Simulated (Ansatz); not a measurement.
# Sn on Al(111), ontop start, 2x2 cell: work function, bands and core levels, part 3 of 3

Wanted: core-level shifts and unfolded surface bands for Sn on Al(111), ontop start, 2x2 cell.

Ansatz 0.2.0; DFT, PBE, plane-wave PAW, default files, scalar-relativistic (the session's first sound run).

So far, work function, upper face (eV): step 2 (the clean face) 4.02; step 3 (relaxing the atoms) 4.25.

### 4. Bands by layer (continued)

Regions along c: top from 14.1 to 20.7 Å, middle from 10.4 to 14.1 Å, bottom from 3.5 to 10.4 Å.

States with weight above 0.08 nearest the zero at K of the zone, within the window kept, -7.9 to 3.6 eV (levels that the program groups as degenerate share a row):

| E (eV) | weight, total | weight, top | weight, middle | weight, bottom |
| --- | --- | --- | --- | --- |
| -1.88 | 0.14 | 0.01 | 0.04 | 0.08 |
| -1.80 | 0.23 | 0.02 | 0.11 | 0.10 |
| -0.87 | 0.89 | 0.39 | 0.34 | 0.17 |
| -0.66 | 0.98 | 0.09 | 0.27 | 0.63 |
| -0.16 | 0.60 | 0.35 | 0.14 | 0.11 |
| 0.35 | 0.17 | 0.07 | 0.07 | 0.03 |
| 0.62 | 0.58 | 0.06 | 0.21 | 0.31 |
| 0.99 | 0.11 | 0.04 | 0.04 | 0.03 |
| 1.56 | 0.60 | 0.21 | 0.09 | 0.30 |
| 1.80 | 0.49 | 0.12 | 0.15 | 0.22 |

States with weight above 0.08 nearest the zero at Γ of the zone, within the window kept, -7.9 to 3.6 eV (levels that the program groups as degenerate share a row):

| E (eV) | weight, total | weight, top | weight, middle | weight, bottom |
| --- | --- | --- | --- | --- |
| -5.34 | 0.72 | 0.17 | 0.19 | 0.36 |
| -4.83 | 0.09 | 0.03 | 0.02 | 0.03 |
| -3.83 | 0.11 | 0.05 | 0.03 | 0.03 |
| -3.02 | 0.78 | 0.20 | 0.25 | 0.33 |
| -2.60 | 0.12 | 0.08 | 0.02 | 0.03 |
| -0.49 | 0.28 | 0.17 | 0.04 | 0.07 |
| -0.27 | 0.76 | 0.15 | 0.22 | 0.39 |
| 1.59 | 0.17 | 0.11 | 0.02 | 0.04 |
| 2.33 | 0.84 | 0.18 | 0.19 | 0.45 |
| 3.60 | 0.77 | 0.36 | 0.02 | 0.11 |

States with weight above 0.08 nearest the zero at M of the zone, within the window kept, -7.9 to 3.6 eV (levels that the program groups as degenerate share a row):

| E (eV) | weight, total | weight, top | weight, middle | weight, bottom |
| --- | --- | --- | --- | --- |
| -2.01 | 0.33 | 0.08 | 0.11 | 0.13 |
| -0.67 | 0.62 | 0.20 | 0.15 | 0.28 |
| -0.49 | 0.24 | 0.09 | 0.07 | 0.09 |
| -0.27 | 0.08 | 0.04 | 0.02 | 0.03 |
| -0.07 | 0.33 | 0.07 | 0.08 | 0.18 |
| 0.03 | 0.12 | 0.03 | 0.04 | 0.05 |
| 0.03 | 0.55 | 0.14 | 0.17 | 0.24 |
| 1.14 | 0.50 | 0.14 | 0.14 | 0.22 |
| 1.15 | 0.16 | 0.06 | 0.04 | 0.06 |
| 1.59 | 0.28 | 0.04 | 0.10 | 0.13 |

The largest force component on a free atom is 0.058 eV/Å, a little over the usual target of 0.03 eV/Å. At the Fermi level the DOS is 9.66 states/eV a cell, and on the broadened curves Al 3p holds 58 % of the total there.

### 5. With spin–orbit coupling

This step: DFT, PBE, plane-wave PAW, default files, with spin-orbit coupling (Ansatz 0.2.0).

Spin–orbit coupling splits and shifts levels of heavy atoms, so the bands are solved again with spinors.

input.yaml reads:

```yaml
crystal:
  lattice:
    - [5.713422792, 0.0, 0.0]
    - [2.856711396, 4.9479692804, 0.0]
    - [0.0, 0.0, 24.5474852626]
  atoms:
    - { symbol: Sn, position: [0.3317555093, -0.1663797934, 0.6792270162] }
    - { symbol: Al, position: [-0.0130810296, 0.0062718658, 0.5899530751] }
    - { symbol: Al, position: [0.5067879352, 0.0059872195, 0.5901691063] }
    - { symbol: Al, position: [-0.0002648367, 0.5002561831, 0.588336274] }
    - { symbol: Al, position: [0.507177353, 0.4853885325, 0.5897254984] }
    - { symbol: Al, position: [0.8347812416, 0.3336831604, 0.4942927689] }
    - { symbol: Al, position: [0.331808664, 0.3336220459, 0.494373147] }
    - { symbol: Al, position: [0.8343347312, 0.8313722796, 0.4943510658] }
    - { symbol: Al, position: [0.3333584264, 0.833420543, 0.4954191091] }
    - { symbol: Al, position: [0.166666667, 0.166666667, 0.400549995] }
    - { symbol: Al, position: [0.666666667, 0.166666667, 0.400549995] }
    - { symbol: Al, position: [0.166666667, 0.666666667, 0.400549995] }
    - { symbol: Al, position: [0.666666667, 0.666666667, 0.400549995] }
    - { symbol: Al, position: [0.0, 0.0, 0.305530278] }
    - { symbol: Al, position: [0.5, 0.0, 0.305530278] }
    - { symbol: Al, position: [0.0, 0.5, 0.305530278] }
    - { symbol: Al, position: [0.5, 0.5, 0.305530278] }
kpoints:
  mp_grid: { grid: [12, 12, 1] }
  band_path:
    path:
      - [0.6666666666667, 0.3333333333333, 0.0]
      - [0.0, 0.0, 0.0]
      - [0.5, 0.0, 0.0]
      - [0.6666666666667, 0.3333333333333, 0.0]
    npoints: 20
scf:
  occupations: { method: fermi_dirac, width: 0.05 }
  n_extra_bands: 38
hamiltonian:
  xc: pbe
  pseudopotentials: { kind: paw_fr }
output:
  forces: true
  write_potential: true
  volumetric_format: []
  fatbands: true
efield:
  axis: 3
  dipole_correction: true
magnetization:
  noncollinear: true
  spin_orbit: true
```

Command:

```console
$ ansatz run input.yaml --threads 4 --pin off --max-ram 12288MiB --backend cpu --events-out ev --progress --plain --runs-dir out
```

Wall time 35 min (4 threads of Arm Neoverse V1, shared host); peak memory 9.5 GiB.

This step gave:

- free energy: -14623.3308 eV
- energy at zero smearing: -14623.2913 eV
- smearing term TS: 0.07904 eV
- work function, upper face: 4.250 eV
- work function, lower face: 4.113 eV

Electronic bands along the path, in eV, zero at the Fermi level; # counts the bands kept:

| point | #25 | #26 | #27 | #28 | #29 | #30 | #31 | #32 |
| --- | --- | --- | --- | --- | --- | --- | --- | --- |
| K | -0.67 | -0.66 | -0.21 | -0.12 | 0.29 | 0.39 | 0.60 | 0.63 |
| halfway | -0.74 | -0.73 | -0.35 | -0.33 | -0.32 | -0.31 | -0.15 | -0.10 |
| Γ | -2.01 | -2.01 | -0.72 | -0.72 | -0.64 | -0.64 | -0.48 | -0.48 |
| halfway | -0.92 | -0.90 | -0.59 | -0.58 | -0.52 | -0.51 | -0.41 | -0.40 |
| M | -0.23 | -0.23 | -0.14 | -0.14 | 0.27 | 0.27 | 0.42 | 0.42 |
| halfway | -0.24 | -0.18 | -0.10 | -0.09 | 0.41 | 0.46 | 0.69 | 0.71 |
| K | -0.67 | -0.66 | -0.21 | -0.12 | 0.29 | 0.39 | 0.60 | 0.63 |

Of the projections kept (adsorbate, layer 1, layer 2, layer 3, remaining atoms, not projected), the largest for each band there; the rest of the weight can lie on other orbitals:

| point | #25 | #26 | #27 | #28 | #29 | #30 | #31 | #32 |
| --- | --- | --- | --- | --- | --- | --- | --- | --- |
| K | remaining atoms 0.59 | remaining atoms 0.60 | layer 1 0.31 | layer 1 0.34 | adsorbate 0.31 | adsorbate 0.30 | remaining atoms 0.39 | remaining atoms 0.38 |
| Γ | remaining atoms 0.37 | remaining atoms 0.37 | remaining atoms 0.28 | remaining atoms 0.28 | remaining atoms 0.29 | remaining atoms 0.29 | adsorbate 0.30 | adsorbate 0.30 |
| M | layer 3 0.23 | layer 3 0.23 | adsorbate 0.28 | adsorbate 0.28 | layer 1 0.37 | layer 1 0.37 | remaining atoms 0.39 | remaining atoms 0.39 |
| K | remaining atoms 0.59 | remaining atoms 0.60 | layer 1 0.31 | layer 1 0.34 | adsorbate 0.31 | adsorbate 0.30 | remaining atoms 0.39 | remaining atoms 0.38 |

The two runs compared:

| quantity | this run | base run | difference |
| --- | --- | --- | --- |
| work function, upper face (eV) | 4.2503 | 4.2461 | 0.00420 |
| work function, lower face (eV) | 4.1132 | 4.1175 | -0.00430 |

Of the bands kept, 10 cross the Fermi level on this path (spinor bands, one electron each).

### 6. Core levels by total-energy differences

This step: DFT, PBE, plane-wave PAW, default files, scalar-relativistic (Ansatz 0.2.0).

XPS shifts tell sites apart. Each chosen atom gets a core hole in a self-consistent pass of its own.

input.yaml reads:

```yaml
crystal:
  lattice:
    - [5.713422792, 0.0, 0.0]
    - [2.856711396, 4.9479692804, 0.0]
    - [0.0, 0.0, 24.5474852626]
  atoms:
    - { symbol: Sn_h, position: [0.3317555093, -0.1663797934, 0.6792270162] }
    - { symbol: Al_h, position: [-0.0130810296, 0.0062718658, 0.5899530751] }
    - { symbol: Al, position: [0.5067879352, 0.0059872195, 0.5901691063] }
    - { symbol: Al_h, position: [-0.0002648367, 0.5002561831, 0.588336274] }
    - { symbol: Al, position: [0.507177353, 0.4853885325, 0.5897254984] }
    - { symbol: Al, position: [0.8347812416, 0.3336831604, 0.4942927689] }
    - { symbol: Al, position: [0.331808664, 0.3336220459, 0.494373147] }
    - { symbol: Al, position: [0.8343347312, 0.8313722796, 0.4943510658] }
    - { symbol: Al, position: [0.3333584264, 0.833420543, 0.4954191091] }
    - { symbol: Al_h, position: [0.166666667, 0.166666667, 0.400549995] }
    - { symbol: Al, position: [0.666666667, 0.166666667, 0.400549995] }
    - { symbol: Al, position: [0.166666667, 0.666666667, 0.400549995] }
    - { symbol: Al, position: [0.666666667, 0.666666667, 0.400549995] }
    - { symbol: Al, position: [0.0, 0.0, 0.305530278] }
    - { symbol: Al, position: [0.5, 0.0, 0.305530278] }
    - { symbol: Al, position: [0.0, 0.5, 0.305530278] }
    - { symbol: Al, position: [0.5, 0.5, 0.305530278] }
kpoints:
  mp_grid: { grid: [12, 12, 1] }
scf:
  occupations: { method: fermi_dirac, width: 0.05 }
  n_extra_bands: 14
hamiltonian:
  xc: pbe
  pseudopotentials: { kind: paw }
output:
  forces: true
  write_potential: true
  volumetric_format: []
  core_levels:
    shells: { Sn_h: "3d", Al_h: "2p" }
    counted_from: fermi_level
    add_spin: false
efield:
  axis: 3
  dipole_correction: true
```

Run time: 7.3 min. Hardware: 4 threads; peak memory 2.3 GiB.

Numbers from this step:

| Item | Value |
| --- | --- |
| free energy | -14621.1523 eV |
| energy at zero smearing | -14621.1123 eV |
| smearing term TS | 0.07996 eV |
| work function, upper face | 4.246 eV |
| work function, lower face | 4.117 eV |

Levels are total-energy differences with one electron taken from the core. The electron goes to the Fermi level, so the difference is a binding energy from E_F. The hole's nearest image is 5.7 Å away, and the holes carry no spin, so absolute levels are rough.

| atom | region | shell | level (eV) | shift (eV) | potential at nucleus, shift (V) | j lines (eV) | doubts |
| --- | --- | --- | --- | --- | --- | --- | --- |
| Sn1 | adsorbate | 3d | 483.94 | - | +0.00 | 488.98 / 480.58 | - |
| Al2 | layer 1 | 2p | 72.84 | -0.05 | -0.07 | 73.12 / 72.70 | - |
| Al4 | layer 1 | 2p | 72.89 | +0.00 | +0.09 | 73.17 / 72.76 | - |
| Al10 | layer 3 | 2p | 72.89 | +0.00 | +0.00 | 73.17 / 72.75 | - |

Levels of p, d and f shells are means over their two j lines, weighted by degeneracy; the splitting comes from the atom's own solve. Shifts count from the last listed atom of each element. A higher potential at the nucleus binds core electrons more tightly, so that column is a rough initial-state shift.

The Al 2p lines of the listed atoms alone (other atoms of the cell aren't counted), as Gaussians 0.5 eV wide, no depth weighting. The intensity by Al 2p level; read off at these points:

| Al 2p level (eV) | intensity (%) |
| --- | --- |
| 71.8 | 0.00613 |
| 72.0 | 0.238 |
| 72.2 | 3.88 |
| 72.4 | 26.4 |
| 72.6 | 76.1 |
| 72.8 | 99.7 |
| 73.0 | 78.8 |
| 73.2 | 53.6 |
| 73.4 | 24.2 |
| 73.6 | 5.15 |
| 73.8 | 0.465 |
| 74.0 | 0.0176 |
| 74.2 | 2.8e-4 |

### 7. Without the dipole correction

Leaving out the dipole correction shows the spurious field between unlike faces.

input.yaml reads:

```yaml
crystal:
  lattice:
    - [5.713422792, 0.0, 0.0]
    - [2.856711396, 4.9479692804, 0.0]
    - [0.0, 0.0, 24.5474852626]
  atoms:
    - { symbol: Sn, position: [0.3317555093, -0.1663797934, 0.6792270162] }
    - { symbol: Al, position: [-0.0130810296, 0.0062718658, 0.5899530751] }
    - { symbol: Al, position: [0.5067879352, 0.0059872195, 0.5901691063] }
    - { symbol: Al, position: [-0.0002648367, 0.5002561831, 0.588336274] }
    - { symbol: Al, position: [0.507177353, 0.4853885325, 0.5897254984] }
    - { symbol: Al, position: [0.8347812416, 0.3336831604, 0.4942927689] }
    - { symbol: Al, position: [0.331808664, 0.3336220459, 0.494373147] }
    - { symbol: Al, position: [0.8343347312, 0.8313722796, 0.4943510658] }
    - { symbol: Al, position: [0.3333584264, 0.833420543, 0.4954191091] }
    - { symbol: Al, position: [0.166666667, 0.166666667, 0.400549995] }
    - { symbol: Al, position: [0.666666667, 0.166666667, 0.400549995] }
    - { symbol: Al, position: [0.166666667, 0.666666667, 0.400549995] }
    - { symbol: Al, position: [0.666666667, 0.666666667, 0.400549995] }
    - { symbol: Al, position: [0.0, 0.0, 0.305530278] }
    - { symbol: Al, position: [0.5, 0.0, 0.305530278] }
    - { symbol: Al, position: [0.0, 0.5, 0.305530278] }
    - { symbol: Al, position: [0.5, 0.5, 0.305530278] }
kpoints:
  mp_grid: { grid: [12, 12, 1] }
scf:
  occupations: { method: fermi_dirac, width: 0.05 }
  n_extra_bands: 19
hamiltonian:
  xc: pbe
  pseudopotentials: { kind: paw }
output:
  forces: true
  write_potential: true
  volumetric_format: []
  dos:
    projected:
      site_lists:
        adsorbate: [0]
        layer_1: [1, 2, 3, 4]
        layer_2: [5, 6, 7, 8]
        layer_3: [9, 10, 11, 12]
        other_layers: [13, 14, 15, 16]
    de: 0.05
    e_range: [-30, 12]
    method: { smearing: { sigma: 0.15, scheme: gaussian } }
```

The job ended after 92 s (4 threads; peak memory 2.3 GiB; 6.1 min of CPU time).

Residual by cycle:

cycle, log10 residual and a bar from the least value:
```
        1       -0.8 ##############################
        2       -2.0 #########################
        3       -2.8 #####################
        4       -4.0 ###############
        5       -5.2 ##########
        6       -6.2 ######
        7       -7.5
```

The run finished; it serves as a test, and its numbers are not taken as the result.

### 8. Other settings: hamiltonian.xc = "r2scan"

This step: DFT, r²SCAN, plane-wave PAW, default files, scalar-relativistic; changed: hamiltonian.xc = "r2scan" (Ansatz 0.2.0).

Some settings are changed to see whether the read-outs move.

input.yaml, as its differences from that of step 7:

```diff
@@ -29,3 +29,3 @@
 hamiltonian:
-  xc: pbe
+  xc: r2scan
   pseudopotentials: { kind: paw }
@@ -46 +46,4 @@
     method: { smearing: { sigma: 0.15, scheme: gaussian } }
+efield:
+  axis: 3
+  dipole_correction: true
```

It took 3.5 min on 4 threads; peak memory 3.9 GiB.

This step gave:

```yaml
free_energy: -14681.5809 eV
energy_at_zero_smearing: -14681.5437 eV
smearing_term_ts: 0.07438 eV
fermi_energy: 0.9849 eV
share_of_occupied_states_in_no_projected_shell: 0.0144 of the occupied states in the window
dos_at_the_fermi_level: 9.021 states/eV/cell
work_function_upper_face: 4.418 eV
work_function_lower_face: 4.166 eV
```

The DOS has structure finer than the step of the table below, so its rows give means over 1 eV, whole bins alone (the curve runs from -23.8 to 3.73 eV). Peaks (eV: height): total -21.8: 35.6, 2.7: 10.1; Al 3p -3.1: 5.58, -2.6: 5.38, 2.6: 5.56, 3.4: 5.57; Al 3s -0.5: 2.08, 2.1: 2.12, 2.7: 2.61, 3.4: 2.17; Sn 5p -1.4: 0.782, -0.1: 1.46, 1.2: 0.779, 2.5: 0.896; Sn 5s -8.4: 0.422, -7.9: 0.310, -7.4: 0.559, -4.8: 0.295.

DOS against E, zero at the Fermi level; means over each step; values in states/eV/cell:

| E (eV) | total | Al 3p | Al 3s | Sn 5p | Sn 5s | Sn 4d |
| --- | --- | --- | --- | --- | --- | --- |
| -23 | 0 | 0 | 0 | 0 | 0 | 0 |
| -22 | 9.79 | 0.0110 | 0.00384 | 4.9e-5 | 2.0e-6 | 9.77 |
| -21 | 0.213 | 2.3e-4 | 7.1e-5 | 0 | 0 | 0.213 |
| -20 | 0 | 0 | 0 | 0 | 0 | 0 |
| -19 | 0 | 0 | 0 | 0 | 0 | 0 |
| -18 | 0 | 0 | 0 | 0 | 0 | 0 |
| -17 | 0 | 0 | 0 | 0 | 0 | 0 |
| -16 | 0 | 0 | 0 | 0 | 0 | 0 |
| -15 | 0 | 0 | 0 | 0 | 0 | 0 |
| -14 | 0 | 0 | 0 | 0 | 0 | 0 |
| -13 | 0 | 0 | 0 | 0 | 0 | 0 |
| -12 | 0.0811 | 0.0155 | 0.0644 | 4.3e-4 | 6.5e-4 | 0 |
| -11 | 1.16 | 0.473 | 0.670 | 0.00579 | 0.00922 | 7.7e-5 |
| -10 | 2.25 | 1.23 | 0.948 | 0.0190 | 0.0487 | 3.2e-4 |
| -9 | 3.12 | 1.83 | 1.05 | 0.0325 | 0.189 | 5.9e-4 |
| -8 | 3.49 | 2.15 | 1.04 | 0.0243 | 0.262 | 5.2e-4 |
| -7 | 4.22 | 2.63 | 1.20 | 0.0146 | 0.344 | 4.3e-4 |
| -6 | 4.27 | 2.74 | 1.31 | 0.0245 | 0.157 | 5.4e-4 |
| -5 | 5.16 | 3.22 | 1.61 | 0.0651 | 0.203 | 7.4e-4 |
| -4 | 5.12 | 3.41 | 1.41 | 0.108 | 0.123 | 9.0e-4 |
| -3 | 6.49 | 4.49 | 1.40 | 0.303 | 0.184 | 0.00114 |
| -2 | 6.20 | 4.02 | 1.42 | 0.510 | 0.103 | 0.00126 |
| -1 | 6.35 | 3.85 | 1.65 | 0.597 | 0.0223 | 9.9e-4 |
| 0 | 7.75 | 4.59 | 1.84 | 0.899 | 0.0309 | 6.1e-4 |
| 1 | 7.49 | 4.40 | 1.86 | 0.693 | 0.0104 | 3.9e-4 |
| 2 | 7.57 | 4.31 | 1.89 | 0.647 | 0.0131 | 4.2e-4 |
| 3 | 8.76 | 4.97 | 2.07 | 0.573 | 0.0198 | 7.5e-4 |

The two runs compared:

| quantity | this run | base run | difference |
| --- | --- | --- | --- |
| work function, upper face (eV) | 4.4184 | 4.2461 | 0.172 |
| work function, lower face (eV) | 4.1657 | 4.1175 | 0.0482 |
| DOS at the Fermi level (states/eV/cell) | 9.0205 | 9.6598 | -0.639 |

The two runs differ clearly in the work function, upper face: 4.42 eV against 4.25 eV.

The work function move by 0.17 eV at most against the base run.

### 9. Results

| Quantity | Value |
| --- | --- |
| work function | 4.25 eV (other face 4.12 eV) |
| change from the clean face | +0.22 eV |
| Al core shifts among the listed atoms, from the last listed one | -0.05 to +0.00 eV |

The Fermi level of Sn on Al(111), ontop start, 2x2 cell lies 4.25 eV (other face 4.12 eV) below the vacuum, a change of +0.22 eV from the clean face. No level with weight over 0.3 between −3.0 and 3.0 eV at the labelled points has over 60 % of its weight in the top region and under 6 % in the middle, the test used here for a surface state; levels near these limits can still be surface states of a thicker slab. The group slid 1.6 Å sideways from its starting site. After relaxation Sn1 stands 2.20 Å above the top layer, bonded to 3 Al atoms at 2.78 Å. The bare lower face differs from the lower face of the clean 1×1 slab by 0.09 eV, a measure of the error from mesh and slab. Core shifts: Al -0.05 to +0.00 eV. At 21.2 eV the valence spectrum has its highest listed peaks within 10.8 eV at 0.2 eV (Sn 5p), 1.3 eV (Sn 5p) and 2.2 eV (Sn 5p). At 1486.7 eV the valence spectrum has its highest listed peaks within 13 eV at 0.2 eV (Sn 5p), 1.6 eV (mixed, Al 3s leading), 2.4 eV (mixed, Al 3s leading), 4.5 eV (Al 3s) and 6.9 eV (mixed, Sn 5s leading), and the deeper Sn 4d line at 21.1 eV is higher still (without the spin–orbit splitting that a measurement shows). The shell named is the one with most of the intensity, cross sections included, not always the one with most states there. In the main run, from 1486.7 eV towards hard X-rays the Sn 5s share grows by 16 points, as its cross section falls more slowly with photon energy than those of the shells it gains on. With spin-orbit coupling on, the work function stays within 0.02 eV. Semilocal functionals put filled localised shells such as Sn 4d too near the top of the filled states. The slab's own atoms span 7.0 Å, so bulk bands appear as a few quantum-well levels, and states of the two faces can mix.

[Logs are printed without paths, hosts, clocks, repeated set-up lines and the standing remarks that a program may print on its own settings, such as how far it seeks lower states.]

[Hosts, paths, dates, database ids (printed as entryN), source tags and the programs' standing remarks are cut or masked in the printed files.]

[Maps of the electrostatic potential energy from Ansatz leave out the sawtooth potential of an applied field or a dipole correction, so their vacuum need not be flat; work functions include it.]
